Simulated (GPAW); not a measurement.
# Ballistic transport through a Pb chain with a Cu atom on top of one atom, cheap and dear, part 2 of 2

How well does a Pb chain with a Cu atom on top of one atom conduct at low bias, and how far do basis and functional move the answer?

GPAW 26.7.0; GPAW LCAO, PAW setups; Landauer transmission from Green's functions with principal layers (ASE), zero bias.

So far, transmission at the Fermi level (one spin): step 2 (double-zeta polarised basis, PBE, GPAW) 2.51; step 3 (basis szp(dzp), PBE, GPAW) 2.51; step 4 (basis sz(dzp), PBE, GPAW) 2.46; step 5 (LDA) 2.52.

### Step 8. Basis sz(dzp), broadening 0.05

A smaller basis is cheaper in every inversion. The broadening keeps the Green's functions finite; too large a value absorbs electrons where channels are open and leaks them where none are.

This step: GPAW LCAO, PAW setups; Landauer transmission from Green's functions with principal layers (ASE), zero bias (GPAW 26.7.0).

run.py reads:

```python
import json
import numpy as np
from ase import Atoms
from ase.transport.calculators import TransportCalculator
from gpaw import GPAW, FermiDirac
from gpaw.lcao.tools import get_lcao_hamiltonian
from scipy.linalg import eigh

# The junction with lead layers at both ends, along the third cell vector
device = Atoms(
    ['Pb', 'Pb', 'Pb', 'Pb', 'Pb', 'Pb', 'Cu', 'Pb', 'Pb', 'Pb', 'Pb', 'Pb'],
    positions=[
        [4.50000, 4.50000, 1.45000],
        [4.50000, 4.50000, 4.35000],
        [4.50000, 4.50000, 7.25000],
        [4.50000, 4.50000, 10.15000],
        [4.50000, 4.50000, 13.05000],
        [4.50000, 4.50000, 15.95000],
        [6.96130, 4.50000, 15.95000],
        [4.50000, 4.50000, 18.85000],
        [4.50000, 4.50000, 21.75000],
        [4.50000, 4.50000, 24.65000],
        [4.50000, 4.50000, 27.55000],
        [4.50000, 4.50000, 30.45000]],
    cell=[[9.0, 0.0, 0.0], [0.0, 9.0, 0.0], [0.0, 0.0, 31.9]],
    pbc=True)

# One principal layer of the lead: the first 3 atoms of the device
lead = Atoms(
    ['Pb', 'Pb', 'Pb'],
    positions=[
        [4.50000, 4.50000, 1.45000],
        [4.50000, 4.50000, 4.35000],
        [4.50000, 4.50000, 7.25000]],
    cell=[[9.0, 0.0, 0.0], [0.0, 9.0, 0.0], [0.0, 0.0, 8.7]],
    pbc=True)

settings = dict(mode='lcao', basis='sz(dzp)', xc='PBE', h=0.2,
                occupations=FermiDirac(0.1), maxiter=250,
                mixer=dict(beta=0.1, nmaxold=8, weight=100.0),
                convergence=dict(density=0.0001))
energies = np.arange(-2, 2 + 1e-9, 0.05)
eta = 0.05
n1, n2 = 1, 1
# k and -k transmit alike, so half of the mesh across the current serves
mesh = [(i, j) for i in range(n1) for j in range(n2) if (i, j) <= (-i % n1, -j % n2)]
weights = np.array([1 if (i, j) == (-i % n1, -j % n2) else 2 for i, j in mesh]) / (n1 * n2)

# [... helper functions left out ...]
fermi_lead = ground_state(lead, (1, 1, 13), 'lead.txt')
fermi_device = ground_state(device, (1, 1, 3), 'device.txt')
# [... loop over the mesh left out, but for ...]
        # Shift the lead onto the potential of the device's first layer
        shift = ((H[:, 0, 0] - H0[:, 0, 0]) / S0[0, 0]).real.mean()
# [...]
kT = 8.617333e-5 * 300
bias = [0.1, 0.2, 0.5, 1.0, 1.5, 2.0]
# [... integrals and printing left out ...]
```

Launch:

```bash
> OMP_NUM_THREADS=1 OPENBLAS_NUM_THREADS=1 python run.py
```

Log:

```text
basis functions: device 105, principal layer 27
Fermi level: lead -2.6065 eV, device -2.4669 eV; lead shifted by 0.0136 eV
largest coupling past the next layer 2.77e-08 eV, largest misfit of the first layer 0.022 eV
  E-E_F (eV)   T (one spin)  [channel counts left out]
    -2.000    3.4552e-01
    -1.950    3.8872e-01
    -1.900    4.0507e-01
    -1.850    4.0205e-01
    -1.800    3.8173e-01
    -1.750    3.4277e-01
    -1.700    2.8227e-01
    -1.650    1.9910e-01
    -1.600    1.0121e-01
    -1.550    1.8501e-02
    -1.500    6.5480e-02
    -1.450    2.1493e-01
    -1.400    3.5670e-01
    -1.350    4.6299e-01
    -1.300    5.2898e-01
    -1.250    5.5675e-01
[...]
1.650    1.3441e+00
     1.700    1.3538e+00
     1.750    1.3663e+00
     1.800    1.3817e+00
     1.850    1.3998e+00
     1.900    1.4202e+00
     1.950    1.4425e+00
     2.000    1.4660e+00
conductance at 300 K: 1.3632 G0 a cell; thermopower -1.764 uV/K
current from the zero-bias T(E) at 0.1 V: 10.559 uA
current from the zero-bias T(E) at 0.2 V: 21.094 uA
current from the zero-bias T(E) at 0.5 V: 52.332 uA
current from the zero-bias T(E) at 1.0 V: 101.8 uA
current from the zero-bias T(E) at 1.5 V: 145.89 uA
current from the zero-bias T(E) at 2.0 V: 186.85 uA
```

The job ended after 44 s (1 thread of Arm Neoverse N1, shared host; peak memory 1 GiB).

The run finished with changed settings (basis = "sz(dzp)" and eta = 0.05); it serves as a test.

Side by side:

| quantity | this run | sound run | difference |
| --- | --- | --- | --- |
| conductance (G₀) | 1.3632 | 2.5133 | -1.15 |
| largest coupling past the next principal layer (eV) | 2.766e-8 | 2.756e-8 | 1.1e-10 |
| largest misfit of the first principal layer (eV) | 0.021547 | 0.021633 | -8.5e-5 |
| shift that aligns the lead (eV) | 0.013618 | 0.016977 | -0.00336 |
| basis functions of the junction | 105 | 268 | -163 |
| basis functions of a principal layer | 27 | 69 | -42 |
| transmission at the Fermi level (one spin) | 1.3648 | 2.5134 | -1.15 |

One result that differs is the conductance, 1.36 G₀ against 2.51 G₀.

### Step 9. Grid spacing 0.3, density threshold 0.001, basis sz(dzp)

The real-space grid carries density and potential; a coarse one breaks translation symmetry along the lead and scatters electrons that should pass. The Hamiltonian is taken from the last density. The density threshold is one of the tests that end the cycle; the energy must settle too, so a loose value may not be the test that decides. A smaller basis is cheaper in every inversion.

Changes to run.py since step 8:

```diff
@@ -37,8 +37,8 @@
 
-settings = dict(mode='lcao', basis='sz(dzp)', xc='PBE', h=0.2,
+settings = dict(mode='lcao', basis='sz(dzp)', xc='PBE', h=0.3,
                 occupations=FermiDirac(0.1), maxiter=250,
                 mixer=dict(beta=0.1, nmaxold=8, weight=100.0),
-                convergence=dict(density=0.0001))
+                convergence=dict(density=0.001))
 energies = np.arange(-2, 2 + 1e-9, 0.05)
-eta = 0.05
+eta = 0.0001
 n1, n2 = 1, 1
```

Log:

```text
basis functions: device 105, principal layer 27
Fermi level: lead -2.6095 eV, device -2.4712 eV; lead shifted by 0.0145 eV
largest coupling past the next layer 2.77e-08 eV, largest misfit of the first layer 0.021 eV
  E-E_F (eV)   T (one spin)  [channel counts left out]
    -2.000    5.8041e-01
    -1.950    6.5406e-01
    -1.900    6.8224e-01
    -1.850    6.8761e-01
    -1.800    6.7604e-01
    -1.750    6.4710e-01
    -1.700    5.9606e-01
    -1.650    5.1400e-01
    -1.600    3.9151e-01
    -1.550    2.5159e-01
    -1.500    9.2885e-01
    -1.450    3.1967e-01
    -1.400    5.4726e-01
    -1.350    7.3361e-01
    -1.300    8.3857e-01
    -1.250    8.8555e-01
[...]
1.650    2.0224e+00
     1.700    2.0421e+00
     1.750    2.0684e+00
     1.800    2.1013e+00
     1.850    2.1407e+00
     1.900    2.1861e+00
     1.950    2.2370e+00
     2.000    2.2923e+00
conductance at 300 K: 2.4437 G0 a cell; thermopower 0.1148 uV/K
current from the zero-bias T(E) at 0.1 V: 18.93 uA
current from the zero-bias T(E) at 0.2 V: 37.832 uA
current from the zero-bias T(E) at 0.5 V: 94.094 uA
current from the zero-bias T(E) at 1.0 V: 184.85 uA
current from the zero-bias T(E) at 1.5 V: 266.9 uA
current from the zero-bias T(E) at 2.0 V: 328.72 uA
```

It took 18 s on 1 thread; peak memory 0.37 GiB.

The run finished with changed settings (h = 0.3, conv = 0.001 and basis = "sz(dzp)"); it serves as a test.

The two runs compared:

| quantity | this run | sound run | difference |
| --- | --- | --- | --- |
| conductance (G₀) | 2.4437 | 2.5133 | -0.0696 |
| largest coupling past the next principal layer (eV) | 2.767e-8 | 2.756e-8 | 1.1e-10 |
| largest misfit of the first principal layer (eV) | 0.021384 | 0.021633 | -2.5e-4 |
| shift that aligns the lead (eV) | 0.014549 | 0.016977 | -0.00243 |
| basis functions of the junction | 105 | 268 | -163 |
| basis functions of a principal layer | 27 | 69 | -42 |
| transmission at the Fermi level (one spin) | 2.4455 | 2.5134 | -0.0679 |

### Step 10. Summary of results

```json
{"conductance": "2.51 G₀", "transmission at the Fermi level, mean of the spins": "2.51", "thermopower": "about 0 (under 1.5 μV/K)"}
```

**Reading.** In the dzp basis the junction conducts 2.51 G₀ at 300 K, with T = 2.51 a spin at the Fermi level; the sz basis reaches that conductance within 10 %. At the Fermi level the three most open eigenchannels pass 1.00, 0.99 and 0.53. Measured against the first run (dzp), the nearest curve is that of dzp-LDA (r.m.s. 0.084) and the farthest that of sz (0.29). Over the compared runs wall time goes from 45 s (sz) to 90 s (dzp), on a shared host. The geometry was built from estimated bond lengths and not relaxed, so the numbers describe this model structure. The run had no spin polarisation, so a magnetic state, which chains and small molecules with open shells often have, wasn't tested. Spin-orbit coupling is left out, which matters for the heavy atoms here. An evenly spaced straight chain is an idealisation: free chains tend to dimerise, zigzag or, where a band edge lies near the Fermi level, turn magnetic. The currents use the zero-bias T(E) throughout, which holds only while the bias is small against the distance to the nearest feature. The energy step is wider than the thermal energy, so the conductance and thermopower rest on interpolation of T(E).

[Logs are printed without paths, hosts, clocks, repeated set-up lines and the standing remarks that a program may print on its own settings, such as how far it seeks lower states.]

[Hosts, paths, dates, database ids (printed as entryN), source tags and the programs' standing remarks are cut or masked in the printed files.]
